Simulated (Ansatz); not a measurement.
# Mg (P6_3/mmc): a Bloch–Grüneisen fit of the computed resistivity

Wanted: a compact model of ρ(T) for Mg (P6_3/mmc) and a check of it.

The resistivities were computed with Ansatz 0.2.0 (DFT PBE, scalar-relativistic, plane waves, PAW) from the linearised Boltzmann equation with harmonic phonons, on q 7×7×4, k 21×21×12, scattering 36×36×20; the fit below is done by hand on them.

The experiments to compare with:

For Mg (bulk crystal), “CRC Handbook of Chemistry and Physics, 84th edition, Electrical Resistivity of Pure Metals” (2003, CRC Press, section 12, read from Wikipedia's data page) quotes earlier work: resistivity at 300 K 4.51 μΩ cm; resistivity at 80 K 0.557 μΩ cm; resistivity at 500 K 7.86 μΩ cm.

### Step 1. Computed resistivities

Symmetry: P6_3/mmc, No. 194, hexagonal system. The conventional cell has a = 3.208 Å, b = 3.208 Å, c = 5.152 Å, α = 90.00°, β = 90.00°, γ = 120.00°. Mg on site c is surrounded by 12 Mg at 3.17 to 3.21 Å.

This is the relaxed cell of the run, from steps not shown here.

The mean resistivity of the three axes from 50 to 800 K, with one row held back; the colder rows stay outside the fit and test it at the end:

| T (K) | ρ (μΩ cm) |
| --- | --- |
| 50 | 0.1448 |
| 80 | 0.5354 |
| 100 | 0.8682 |
| 150 | 1.740 |
| 200 | 2.584 |
| 273 | 3.756 |
| 300 | 4.179 |
| 400 | ? |
| 500 | 7.199 |
| 600 | 8.667 |
| 800 | 11.54 |

The resistivity is not converged: the component that moves most changes by 14 % between the two finest meshes at 300 K.

### Step 2. The fit

Bloch and Grüneisen's form is ρ(T) = A (T/Θ)⁵ J₅(Θ/T), with J₅(z) the integral of x⁵/((eˣ − 1)(1 − e⁻ˣ)) from 0 to z. It goes as T⁵ far below Θ and as A T/(4Θ) far above. For a trial Θ the best A is the geometric mean of ρ/[(T/Θ)⁵ J₅] over the rows, and the scatter of that ratio measures the fit:

| Θ (K) | A (μΩ cm) | scatter (%) |
| --- | --- | --- |
| 190 | 9.075 | 28.1 |
| 252 | 13.22 | 14.9 |
| 284 | 15.73 | 7.6 |
| 316 | 18.55 | 1.4 |
| 348 | 21.70 | 8.0 |
| 396 | 27.14 | 19.6 |
| 474 | 38.11 | 38.3 |

The scatter is least at Θ = 316 K, with A = 18.55 μΩ cm (1.4 % r.m.s.).

| T (K) | computed | fit |
| --- | --- | --- |
| 50 | 0.1448 | 0.1415 |
| 80 | 0.5354 | 0.5502 |
| 100 | 0.8682 | 0.8836 |
| 150 | 1.740 | 1.738 |
| 200 | 2.584 | 2.563 |
| 273 | 3.756 | 3.722 |
| 300 | 4.179 | 4.142 |
| 500 | 7.199 | 7.177 |
| 600 | 8.667 | 8.671 |
| 800 | 11.54 | 11.64 |

### Step 3. Prediction and check

At T = 400 K, Θ/T = 0.790, J₅ = 0.09408 and (T/Θ)⁵ = 3.250, so the fit gives 5.671 μΩ cm. The computed value is 5.707 μΩ cm: the fit is off by -0.63 %. Outside its range, at 20 K, it gives 0.00234 against 0.00510 μΩ cm computed, 0.46 times that; at that temperature the run's own test moves by 7 % between meshes in the component that moves most. Among the rows used, the largest miss is +2.8 %, at 80 K.

### Step 4. Reading Θ and A

Θ = 316 K is 1.35 times ħω_log/k_B (234 K) and 0.87 of the highest phonon frequency (364 K). The high-temperature slope of the fit, A/(4Θ), is 0.0147 μΩ cm/K. The same slope from the run's transport coupling and plasma energy, 2π k_B λ_tr/(ħ ε₀ ω_p²) with λ_tr = 0.217, 0.217, 0.210 (xx, yy, zz) and ħω_p = 7.43, 7.43, 7.98 (xx, yy, zz) eV, is 0.0150 μΩ cm/K in the mean of the axes, +2.0 % from it. For comparison, the computed rows rise by 0.0144 μΩ cm/K between the two hottest.

### Step 5. Outcome

```yaml
theta: 316 K
a: 18.55 μΩ cm
scatter_of_the_fit: 1.4 %
held_back_row_at_400_k_fit_against_computed: 5.671 against 5.707 μΩ cm
```

**Reading.** Two numbers, Θ = 316 K and A = 18.5 μΩ cm, hold the computed ρ(T) from 50 to 800 K within 1.38 % r.m.s. and predict the held-back row within 0.63 %. At 20 K, outside the rows fitted, it gives 0.46 times the computed value. By the run's own test the resistivity at 300 K moves by 14 % between its two finest scattering meshes, in the component that moves most. The mean hides an anisotropy: at 300 K the components are 4.41, 4.41, 3.72 (xx, yy, zz) μΩ cm. The fit describes the calculation: impurities, thermal expansion, changes of phase and anharmonicity are in neither.

Calculation against experiment:

```
                                                                                                              quantity  measured  q 7×7×4, fine 36×36×20
resistivity at 300 K (computed: phonon part alone; the measured value holds the sample's residual resistivity) (μΩ cm)      4.51           4.18 (-7.3 %)
 resistivity at 80 K (computed: phonon part alone; the measured value holds the sample's residual resistivity) (μΩ cm)     0.557           0.54 (-3.9 %)
resistivity at 500 K (computed: phonon part alone; the measured value holds the sample's residual resistivity) (μΩ cm)      7.86           7.20 (-8.4 %)
```

Measured values from CRC Press, section 12, read from Wikipedia's data page (2003).

How well it matches: The resistivity at 300 K is off by -7.3 %: good agreement. The resistivity at 80 K is off by -3.9 %: good agreement. The resistivity at 500 K is off by -8.4 %: fair agreement.

[Logs are printed without paths, hosts, clocks, repeated set-up lines and the standing remarks that a program may print on its own settings, such as how far it seeks lower states.]

[Hosts, paths, dates, database ids (printed as entryN), source tags and the programs' standing remarks are cut or masked in the printed files.]
